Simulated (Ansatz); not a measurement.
# Grüneisen parameters and expansion of KAg (hypothetical, Pm-3m)

Wanted: mode Grüneisen parameters of KAg (hypothetical) and a free-energy fit over volumes. The crystal structure is hypothetical: it was made by swapping elements on a known structure type.

Calculated with Ansatz 0.2.0; DFT PBE, scalar-relativistic, plane waves, PAW.

### 1. The starting structure

The structure is cubic, space group Pm-3m (No. 221). The conventional cell has a = 3.826 Å, b = 3.826 Å, c = 3.826 Å, α = 90.00°, β = 90.00°, γ = 90.00°. K has 8 Ag at 3.31 Å nearest. Ag has 8 K at 3.31 Å nearest. Farther neighbours are not listed.

### 2. A first coarse run

Before spending time, one coarse run tells the gap and the pressure of the starting cell.

Input file input.yaml:

```yaml
crystal:
  lattice:
    - [3.82633, 0.0, 0.0]
    - [0.0, 3.82633, 0.0]
    - [0.0, 0.0, 3.82633]
  atoms:
    - { symbol: K, position: [0.5, 0.5, 0.5] }
    - { symbol: Ag, position: [0.0, 0.0, 0.0] }
kpoints:
  mp_grid: { grid: [6, 6, 6] }
hamiltonian:
  xc: pbe
scf:
  occupations: { method: gaussian, width: 0.1 }
output:
  forces: true
  stress: true
  eigenvalues: true
```

On the command line:

```sh
$ ansatz run input.yaml --threads 4 --pin off --max-ram 8192MiB --backend cpu --events-out ev --progress --plain --runs-dir out
```

Numbers of over 12 decimals in the logs are rounded to 6 here.

The program printed:

```text
Engine: ansatz 0.2.0, x86_64-unknown-linux-gnu
Pseudopotentials: kind: paw
Pseudopotential: K, paw, valence charge 9, recommended cutoff 420 eV (normal), K.paw.azcp
Pseudopotential: Ag, paw, valence charge 19, recommended cutoff 420 eV (normal), Ag.paw.azcp
Functional definition: PBE
  parameter kappa = 0.804
  parameter beta = 0.066725
  exchange = pbe_x(kappa = kappa, mu = beta*pi^2/3)
  correlation = pbe_c(beta = beta)
Crystal: 2 atoms, lattice volume = 56.021 Å³
Basis set: ecut = 420 eV, 1045 PW (Γ), exchange–correlation on 54×54×54 points (8 copies of the dense FFT grid, shifted against one another)
Bands: 18, of which v1, the nominal top of the filled ones, is band 14 counted from 1 (13 counted from 0)
Symmetry: 48 space group operations
Space group: Pm-3m (ITA 221), of the structure as read, at distance tolerance 3.8e-5 Å
k-points: 20 of 216
Non-local potential: K, projectors of the file, l = 0: 3, l = 1: 2, l = 2: 2
Non-local potential: Ag, projectors of the file, l = 0: 3, l = 1: 2, l = 2: 2, l = 3: 1
PAW form: soft (Blöchl's): semilocal exchange-correlation on the pseudo side does not see the compensation charge
PAW one-centre angular grid: K, 110 points (default); XC on 64 Gauss nodes
PAW one-centre angular grid: Ag, 590 points (default); XC on 64 Gauss nodes
Initial density: superposition of atomic densities (neutral atoms: chi_scale 0, normalization atom), corrected by the library's trained network
Initial wavefunctions: pseudopotential atomic-orbital guess
Functional: x = pbe(κ = 0.804, μ = 0.219515), c = pbe(β = 0.066725)
SCF iter   1: F=—  HF=-9128.007737 eV  |F-HF|=—  |Δ(HF+E_count)|=         —  Δρ=1.38e-3  dr2=1.64e-3  ethr=1.77e-3  ⟨swp⟩=5.2  Hψ=1696  notcnv=0
preconditioner: auto → Resta (q_TF=auto, 2.430 Å⁻¹)  ε∞=4.6  [insulator: Δε(μ)=0.264 eV  Ē_g=11.036 eV  σ=0.100 eV  W_gap=0.67  n_scr=18 (ndim 8)  ℏωp=21.0 eV  f_vac=0.000  D(μ)=0.57/eV (n_scr^D=0)  ε∞_Penn≈4.6]
SCF iter   2: F=—  HF=-9128.008271 eV  |F-HF|=—  |Δ(HF+E_count)|=   5.34e-4  Δρ=7.92e-4  dr2=3.07e-4  ethr=5.86e-6  ⟨swp⟩=2.0  Hψ=638  notcnv=0
SCF iter   3: F=—  HF=-9128.008399 eV  |F-HF|=—  |Δ(HF+E_count)|=   1.28e-4  Δρ=3.97e-4  dr2=1.26e-4  ethr=1.10e-6  ⟨swp⟩=2.0  Hψ=619  notcnv=0
SCF iter   4: F=—  HF=-9128.008471 eV  |F-HF|=—  |Δ(HF+E_count)|=   7.24e-5  Δρ=5.98e-5  dr2=2.06e-6  ethr=4.51e-7  ⟨swp⟩=2.1  Hψ=491  notcnv=0
SCF iter   5: F=—  HF=-9128.008485 eV  |F-HF|=—  |Δ(HF+E_count)|=   1.32e-5  Δρ=1.73e-5  dr2=1.86e-7  ethr=7.37e-9  ⟨swp⟩=2.0  Hψ=523  notcnv=0
SCF iter   6: F=-9128.008485 eV  HF=-9128.008485 eV  |F-HF|=1.07e-10  |Δ(HF+E_count)|=   9.46e-8  Δρ=3.08e-6  dr2=4.98e-9  ethr=3.57e-10  ⟨swp⟩=5.2  Hψ=1520  notcnv=0
SCF 1 converged in 6 iterations: F = -9128.008485 eV  dr2 = 4.98e-9
  greatest PAW one-centre occupation: 1.000 electrons in one spin orbital (limit 2), on the Ag atom at site 1 (counted from 0), in its partial waves of l = 0
SCF converged after 6 iterations
Free energy (F): -9128.008485 eV
Harris-Foulkes:  -9128.008485 eV  (|F-HF|=1.07e-10)
Internal energy: -9128.005613 eV  (E = F + TS)
E sigma→0 (E₀):  -9128.007049 eV
Entropy (-TS):   -0.002871 eV (-1.436 meV/atom)
Fermi energy:    8.030977 eV
--- Per-component energies (eV) ---
  E_band       = -477.170028
  E_kinetic    = 785.172984
  E_local      = -3737.625985  (includes V_loc(G=0)·N_el)
  E_nonlocal   = 92.829975
  E_hartree    = 1612.837376
  E_xc         = -320.269148
  E_vxc        = -399.941748  (∫ρ·V_xc dr)
  E_paw        = -4685.132334  (= ΣΔE_a)
  E_vpaw       = -443.278207  (= ΣTr[D̂ρ^β])
  E_aug_tail   = 0.000309  (compensation charges beyond the density's cutoff)
  E_ewald      = -2875.818791
  E_smearing   = -0.002871  (= −TS)
  E_closure    = -0.000000  (closes the sum)
  Σ components = -9128.008485   (vs F -9128.008485, Δ=0.00e0)
--- Forces (eV/Å), atoms counted from 1 ---
  atom   1  K      0.00000000    -0.00000000     0.00000000
  atom   2  Ag     0.00000000     0.00000000     0.00000000
  max |Σ_I F_I| component: 3.02e-30 eV/Å
--- Stress (GPa, compression-positive) ---
        4.316405      -0.000000       0.000000
       -0.000000       4.316405       0.000000
        0.000000       0.000000       4.316405
  P = ⅓ Tr σ = 4.3164 GPa (43.164 kbar)
--- Band table (eV; the first three rows and the last of 20) ---
  k-point 0: bands = [... 10 lower, 3.9782, 4.2300, 4.2300, 4.2300, 12.4710, 12.4710, 14.6252, 14.6252]
  k-point 1: bands = [... 10 lower, 4.2063, 4.2063, 4.2378, 4.3471, 11.4985, 12.5064, 14.0631, 14.0631]
  k-point 2: bands = [... 10 lower, 4.1600, 4.1600, 4.2534, 5.4134, 9.3475, 12.5857, 13.3717, 13.3717]
  k-point 19: bands = [... 10 lower, 3.9874, 4.4649, 4.4649, 9.4725, 9.4725, 9.4725, 10.3001, 15.3997]
```

Elapsed: 1.5 s, on 4 threads of Intel Xeon Platinum 8488C (Sapphire Rapids), shared host; peak memory 0.37 GiB.

Reading the cycles: dr2 is the Hartree energy of the density residual (eV), the measure of convergence; HF is the Harris–Foulkes estimate of the energy, which meets the free energy F at convergence.

This step gave:

```yaml
pressure: 4.316 GPa
volume_per_atom: 28.01 Å³
gap_on_the_k_mesh: 0 eV
```

The start is under 4.3 GPa at this level and looks like a metal on this mesh.

### 3. Finding the static equilibrium

The vibrations must be taken about the equilibrium of this functional, not about the starting cell, so the structure is relaxed.

input.yaml, the sections that differ from step 2:

```yaml
kpoints:
  mp_grid: { grid: [12, 12, 12] }
output:
  forces: true
  stress: true
  eigenvalues: true
  write_density: true
  write_potential: true
  elf: true
  volumetric_format: npy
relax:
  adjacent_minimum: "off"
  f_tol: 0.005
  max_steps: 80
  cell: { stress_tol: 0.05 }
# crystal, hamiltonian, scf: as in step 2
```

The program printed:

```text
[...]
Crystal: 2 atoms, lattice volume = 56.021 Å³
Basis set: ecut = 420 eV, 1045 PW (Γ), exchange–correlation on 54×54×54 points (8 copies of the dense FFT grid, shifted against one another)
Bands: 18, of which v1, the nominal top of the filled ones, is band 14 counted from 1 (13 counted from 0)
Symmetry: 48 space group operations
[...]
k-points: 84 of 1728
[...]
SCF iter   1: F=—  HF=-9128.013840 eV  |F-HF|=—  |Δ(HF+E_count)|=         —  Δρ=1.16e-3  dr2=1.10e-3  ethr=1.77e-3  ⟨swp⟩=5.3  Hψ=7116  notcnv=0
[...]
SCF iter   6: F=-9128.014656 eV  HF=-9128.014656 eV  |F-HF|=1.15e-8  |Δ(HF+E_count)|=   3.29e-8  Δρ=7.08e-6  dr2=3.78e-8  ethr=3.57e-10  ⟨swp⟩=6.1  Hψ=9230  notcnv=0
SCF 1 converged in 6 iterations: F = -9128.014656 eV  dr2 = 3.78e-8
[...]
relax step   1: F+E_penalty+E_count = -9128.01465622 eV  Δ(F+E_penalty+E_count) = +0.000e0 eV  max|allowed force component| = 4.838e-29 eV/Å  Δτ_max = 0.0000 Å  P = +4.229 GPa  Ω = 56.021 Å³  (6 SCF iters, dr2 threshold 1.00e-7 eV, accepted)
Crystal: 2 atoms, lattice volume = 61.829 Å³
Basis set: ecut = 420 eV, 1213 PW (Γ), exchange–correlation on 54×54×54 points (8 copies of the dense FFT grid, shifted against one another)
[...]
iter 1 solved again at ethr=1.53e-4 eV; its pass at ethr=3.10e-3 eV (dr2=4.28e-2 eV) is discarded
[...]
SCF iter   7: F=-9128.121716 eV  HF=-9128.121716 eV  |F-HF|=2.73e-8  |Δ(HF+E_count)|=   4.28e-7  Δρ=8.33e-6  dr2=4.54e-8  ethr=7.14e-10  ⟨swp⟩=9.3  Hψ=9903  notcnv=0
SCF 2 converged in 7 iterations: F = -9128.121716 eV  dr2 = 4.54e-8
relax step   2: F+E_penalty+E_count = -9128.12171644 eV  Δ(F+E_penalty+E_count) = -1.071e-1 eV  max|allowed force component| = 2.104e-30 eV/Å  Δτ_max = 0.0000 Å  P = +1.914 GPa  Ω = 61.829 Å³  energy of the carried Pulay correction = -8.479e-4 eV  (7 SCF iters, dr2 threshold 2.00e-7 eV, accepted)
Crystal: 2 atoms, lattice volume = 67.611 Å³
Basis set: ecut = 420 eV, 1357 PW (Γ), exchange–correlation on 54×54×54 points (8 copies of the dense FFT grid, shifted against one another)
[...]
SCF iter   7: F=-9128.161915 eV  HF=-9128.161915 eV  |F-HF|=2.15e-8  |Δ(HF+E_count)|=   5.73e-7  Δρ=1.00e-5  dr2=7.88e-8  ethr=7.14e-10  ⟨swp⟩=9.2  Hψ=9731  notcnv=0
SCF 3 converged in 7 iterations: F = -9128.161915 eV  dr2 = 7.88e-8
relax step   3: F+E_penalty+E_count = -9128.16191478 eV  Δ(F+E_penalty+E_count) = -4.020e-2 eV  max|allowed force component| = 3.632e-30 eV/Å  Δτ_max = 0.0000 Å  P = +0.457 GPa  Ω = 67.611 Å³  energy of the carried Pulay correction = -1.613e-3 eV  (7 SCF iters, dr2 threshold 2.00e-7 eV, accepted)
[...]
relax step   4: F+E_penalty+E_count = -9128.16492125 eV  Δ(F+E_penalty+E_count) = -3.006e-3 eV  max|allowed force component| = 1.643e-31 eV/Å  Δτ_max = 0.0000 Å  P = +0.061 GPa  Ω = 69.656 Å³  energy of the carried Pulay correction = -1.868e-3 eV  (6 SCF iters, dr2 threshold 2.00e-7 eV, accepted)
[...]
relax step   5: F+E_penalty+E_count = -9128.16494686 eV  Δ(F+E_penalty+E_count) = -2.561e-5 eV  max|allowed force component| = 2.432e-30 eV/Å  Δτ_max = 0.0000 Å  P = +0.005 GPa  Ω = 69.967 Å³  energy of the carried Pulay correction = -1.905e-3 eV  (6 SCF iters, dr2 threshold 9.36e-9 eV, accepted)
Basis set: ecut = 420 eV, 1357 PW (Γ), exchange–correlation on 60×60×60 points (8 copies of the dense FFT grid, shifted against one another)
[...]
SCF iter   7: F=-9128.166631 eV  HF=-9128.166631 eV  |F-HF|=1.82e-12  |Δ(HF+E_count)|=  7.09e-11  Δρ=9.30e-8  dr2=1.00e-11  ethr=1.00e-12  ⟨swp⟩=4.1  Hψ=6967  notcnv=0
SCF 6 converged in 7 iterations: F = -9128.166631 eV  dr2 = 1.00e-11
relax step   6: F+E_penalty+E_count = -9128.16663074 eV  Δ(F+E_penalty+E_count) = -1.684e-3 eV  max|allowed force component| = 1.956e-30 eV/Å  Δτ_max = 0.0000 Å  P = +0.046 GPa  Ω = 69.967 Å³  stress off target by 4.60e-2 GPa  SCF on the basis re-selected at this cell (its energy is not comparable with the rows above)  (7 SCF iters)
basis re-selected at this cell: Δ(F+E_penalty+E_count) = -1.684e-3 eV, ΔP = +0.041 GPa vs the last step (what re-selecting the basis moved, of the pressure what is left beyond the Pulay correction that the steps carried, after the strain that the cell walked since its last selection, with what the two solves' SCF thresholds leave and, on support functions, any second-order correction that the steps lacked; it is no measure of the basis error at this ecutwfc). The dense FFT grid was sized anew with the basis: this SCF ran on 30×30×30 points, the steps before it on 27×27×27, so part of this shift can come from that change (see relax.cell in the input reference). [rest of the remark cut]
SCF converged after 7 iterations
Free energy (F): -9128.166631 eV
[...]
Internal energy: -9128.164687 eV  (E = F + TS)
E sigma→0 (E₀):  -9128.165659 eV
Entropy (-TS):   -0.001944 eV (-0.972 meV/atom)
Fermi energy:    5.961256 eV
[...]
--- Stress (GPa, compression-positive) ---
        0.045957       0.000000      -0.000000
        0.000000       0.045957      -0.000000
       -0.000000      -0.000000       0.045957
  P = ⅓ Tr σ = 0.0460 GPa (0.460 kbar)
--- Band table (eV; the first three rows and the last of 84) ---
  k-point 0: bands = [... 10 lower, 2.2601, 2.2601, 2.2601, 2.3195, 10.0897, 10.0897, 11.4683, 11.4683]
  k-point 1: bands = [... 10 lower, 2.2553, 2.2553, 2.2613, 2.3917, 9.7522, 10.1071, 11.3878, 11.3878]
  k-point 2: bands = [... 10 lower, 2.2420, 2.2420, 2.2646, 2.6102, 8.9282, 10.1566, 11.1953, 11.1953]
  k-point 83: bands = [... 10 lower, 2.0756, 2.4151, 2.4151, 7.3452, 7.4789, 7.4789, 7.4789, 11.9302]
--- Relaxed structure (5 steps of the walk, 5 accepted, 1 SCFs on fresh bases) ---
  F+E_penalty+E_count = -9128.16663074 eV   max|allowed force component| = 1.956e-30 eV/Å   (the final SCF, on the basis selected at the relaxed cell)
  cell:  # Å, volume = 69.9667 Å³
    - [4.120632, 0, 0]
    - [0, 4.120632, 0]
    - [0, 0, 4.120632]
  atoms:
    - { symbol: K, position: [0.5, 0.5, 0.5] }
    - { symbol: Ag, position: [0, 0, 0] }
```

Elapsed: 6.1 s, on 4 threads; peak memory 0.5 GiB.

The steps of the relaxation:

| step | energy less that of the first step (eV) | largest force component (eV/Å) | pressure (GPa) | volume (Å³) |
| --- | --- | --- | --- | --- |
| 1 | 0.0000 | 0.0000 | 4.23 | 56.02 |
| 2 | -0.1071 | 0.0000 | 1.91 | 61.83 |
| 3 | -0.1473 | 0.0000 | 0.46 | 67.61 |
| 4 | -0.1503 | 0.0000 | 0.06 | 69.66 |
| 5 | -0.1503 | 0.0000 | 0.00 | 69.97 |
| 6* | -0.1520 | 0.0000 | 0.05 | 69.97 |

Relaxation steps marked * repeat the geometry before them on a plane-wave basis chosen anew for their cell, so energy and pressure can jump there.

The run keeps the 48 symmetry operations that it works with, so distortions that break them were not tested.

| conventional cell, symmetrised | before | after | change |
| --- | --- | --- | --- |
| a (Å) | 3.826 | 4.121 | +7.7 % |
| b (Å) | 3.826 | 4.121 | +7.7 % |
| c (Å) | 3.826 | 4.121 | +7.7 % |
| volume (Å³/atom) | 28.01 | 34.98 | +24.9 % |

The relaxed structure:

```xyz
2
Lattice="4.1206 0.0000 0.0000 0.0000 4.1206 0.0000 0.0000 0.0000 4.1206" Properties=species:S:1:pos:R:3 pbc="T T T"
K     2.0603    2.0603    2.0603
Ag    0.0000    0.0000    0.0000
```

Numbers from this step:

```
pressure        : 0.04596 GPa
volume per atom : 34.98 Å³
```

Valence density in the ac plane at fractional y = 0.500, with atoms of K within 0.2 Å of it. It is the smooth field of the valence electrons, not physical close to the nuclei.

Ten even steps from '0' (0.0 e/Å³) to '9' (4.2 e/Å³), each cell a mean:
```
00000000000000
00000000000000
00000000000000
00000011000000
00000245310000
00001488730000
00002699851000
00002599841000
00001256420000
00000122100000
00000000000000
00000000000000
00000000000000
00000000000000
```
Columns run along a (4.1 Å), rows up along c (4.1 Å). Atoms in or near the plane, at fractional coordinates: K at (0.50, 0.50).

ELF in the ac plane at fractional y = 0.500, with atoms of K within 0.2 Å of it. It is the smooth field of the valence electrons, not physical close to the nuclei.

Ten even steps from '_' (0.01) to '@' (0.87), each cell a mean:
```
........______________......
......__________________....
....______..----::..______..
________::++%%%%##++..______
______..##@@@@@@@@@@++..____
______--@@@@@@@@@@@@##::____
______++@@@@%%**@@@@%%--____
______==@@@@%%%%@@@@%%--____
______::##@@@@@@@@@@++..____
________==##@@@@@@##::______
..________::==++--..______..
....____________________....
......________________......
........______________......
```
Columns run along a (4.1 Å), rows up along c (4.1 Å). Atoms in or near the plane, at fractional coordinates: K at (0.50, 0.50).

Electrostatic potential energy in the ac plane at fractional y = 0.500, with atoms of K within 0.2 Å of it. With pseudopotentials it is smooth inside the atoms' cores, unlike the true potential.

Ten even steps from '0' (-40 eV) to '9' (9 eV), each cell a mean:
```
99999999999999
99999999999999
99999988899999
99998877789999
99997532468999
99986300147899
99985100027899
99985200037899
99987521358999
99998755678999
99999888899999
99999999999999
99999999999999
99999999999999
```
Columns run along a (4.1 Å; values clipped at the 3rd and 97th percentile), rows up along c (4.1 Å). Atoms in or near the plane, at fractional coordinates: K at (0.50, 0.50).

The relaxation ends with a pressure of 0.05 GPa.

### 4. A second relaxation

The relaxation is run once more from where the first one ended, as the script does after a large change of volume or of the gap, with mesh and occupations reviewed.

input.yaml, the sections that differ from step 3:

```yaml
crystal:
  lattice:
    - [4.1206323384, 0.0, 0.0]
    - [0.0, 4.1206323384, 0.0]
    - [0.0, 0.0, 4.1206323384]
  atoms:
    - { symbol: K, position: [0.5, 0.5, 0.5] }
    - { symbol: Ag, position: [0.0, 0.0, 0.0] }
kpoints:
  mp_grid: { grid: [10, 10, 10] }
output:
  forces: true
  stress: true
  eigenvalues: true
# hamiltonian, scf, relax: as in step 3
```

The program printed:

```text
[...]
Crystal: 2 atoms, lattice volume = 69.967 Å³
Basis set: ecut = 420 eV, 1357 PW (Γ), exchange–correlation on 60×60×60 points (8 copies of the dense FFT grid, shifted against one another)
Bands: 18, of which v1, the nominal top of the filled ones, is band 14 counted from 1 (13 counted from 0)
Symmetry: 48 space group operations
[...]
k-points: 56 of 1000
[...]
k-point 55: bands = [... 10 lower, 2.0737, 2.4132, 2.4132, 7.3441, 7.4785, 7.4785, 7.4785, 11.9293]
--- Relaxed structure (1 steps of the walk, 1 accepted, 1 SCFs on fresh bases) ---
[...]
cell:  # Å, volume = 69.9667 Å³
    - [4.1206323384, 0.0, 0.0]
    - [0.0, 4.1206323384, 0.0]
    - [0.0, 0.0, 4.1206323384]
  atoms:
    - { symbol: K, position: [0.5, 0.5, 0.5] }
    - { symbol: Ag, position: [0.0, 0.0, 0.0] }
[key lines of the parts left out:]
SCF converged after 5 iterations
Free energy (F): -9128.168673 eV
Fermi energy:    5.934882 eV
P = ⅓ Tr σ = 0.0377 GPa (0.377 kbar)
```

The job ended after 1.8 s (4 threads; peak memory 0.46 GiB; 5.8 s of CPU time).

Little changed from the start: no atom moved by 0.005 Å and no cell edge by 0.1 %.

This step gave:

```
pressure : 0.03771 GPa
```

### 5. Tight relaxation

The thresholds are tightened for a last relaxation ahead of the phonons, and where mesh or smearing change with them the cell follows.

input.yaml, the sections that differ from step 4:

```yaml
kpoints:
  mp_grid: { grid: [12, 12, 12] }
scf:
  occupations: { method: methfessel_paxton, width: 0.15 }
relax:
  adjacent_minimum: "off"
  f_tol: 0.001
  max_steps: 60
  cell: { stress_tol: 0.01 }
# crystal, hamiltonian, output: as in step 4
```

The program printed:

```text
[...]
Crystal: 2 atoms, lattice volume = 69.967 Å³
Basis set: ecut = 420 eV, 1357 PW (Γ), exchange–correlation on 60×60×60 points (8 copies of the dense FFT grid, shifted against one another)
Bands: 18, of which v1, the nominal top of the filled ones, is band 14 counted from 1 (13 counted from 0)
Symmetry: 48 space group operations
[...]
k-points: 84 of 1728
[...]
k-point 2: bands = [... 10 lower, 2.2117, 2.2117, 2.2341, 2.5840, 8.8874, 10.1187, 11.1493, 11.1493]
  k-point 83: bands = [... 10 lower, 2.0462, 2.3835, 2.3835, 7.2992, 7.4473, 7.4473, 7.4473, 11.8758]
--- Relaxed structure (3 steps of the walk, 3 accepted, 1 SCFs on fresh bases) ---
[...]
cell:  # Å, volume = 70.2447 Å³
    - [4.126083, 0, 0]
    - [0, 4.126083, 0]
    - [0, 0, 4.126083]
  atoms:
    - { symbol: K, position: [0.5, 0.5, 0.5] }
    - { symbol: Ag, position: [0, 0, 0] }
[key lines of the parts left out:]
SCF converged after 5 iterations
Free energy (F): -9128.165830 eV
Fermi energy:    5.930263 eV
P = ⅓ Tr σ = 0.0003 GPa (0.003 kbar)
```

Run time: 3.9 s. Hardware: 4 threads; peak memory 0.5 GiB; 14 s of CPU time.

Step by step:

| step | energy less that of the first step (eV) | largest force component (eV/Å) | pressure (GPa) | volume (Å³) |
| --- | --- | --- | --- | --- |
| 1 | 0.0000 | 0.0000 | 0.04 | 69.97 |
| 2 | 0.0000 | 0.0000 | 0.03 | 70.05 |
| 3 | 0.0000 | 0.0000 | 0.00 | 70.24 |
| 4* | 0.0000 | 0.0000 | 0.00 | 70.24 |

Relaxation steps marked * repeat the geometry before them on a plane-wave basis chosen anew for their cell, so energy and pressure can jump there.

The run keeps the 48 symmetry operations that it works with, so distortions that break them were not tested.

| conventional cell, symmetrised | before | after | change |
| --- | --- | --- | --- |
| a (Å) | 4.121 | 4.126 | +0.1 % |
| b (Å) | 4.121 | 4.126 | +0.1 % |
| c (Å) | 4.121 | 4.126 | +0.1 % |
| volume (Å³/atom) | 34.98 | 35.12 | +0.4 % |

Final coordinates:

```
K Ag
1.0
     4.12608    0.00000    0.00000
     0.00000    4.12608    0.00000
     0.00000    0.00000    4.12608
K Ag
1 1
Direct
  0.50000 0.50000 0.50000
  0.00000 0.00000 0.00000
```

Numbers from this step:

```yaml
pressure: 3.48e-4 GPa
volume_per_atom: 35.12 Å³
```

The residual pressure is 3.5e-4 GPa, small enough for phonons.

[end of part 1 of 4]

[Logs are printed without paths, hosts, clocks, repeated set-up lines and the standing remarks that a program may print on its own settings, such as how far it seeks lower states.]

[Hosts, paths, dates, database ids (printed as entryN), source tags and the programs' standing remarks are cut or masked in the printed files.]

[A step with changed settings may run another functional than the one named; its input shows which.]


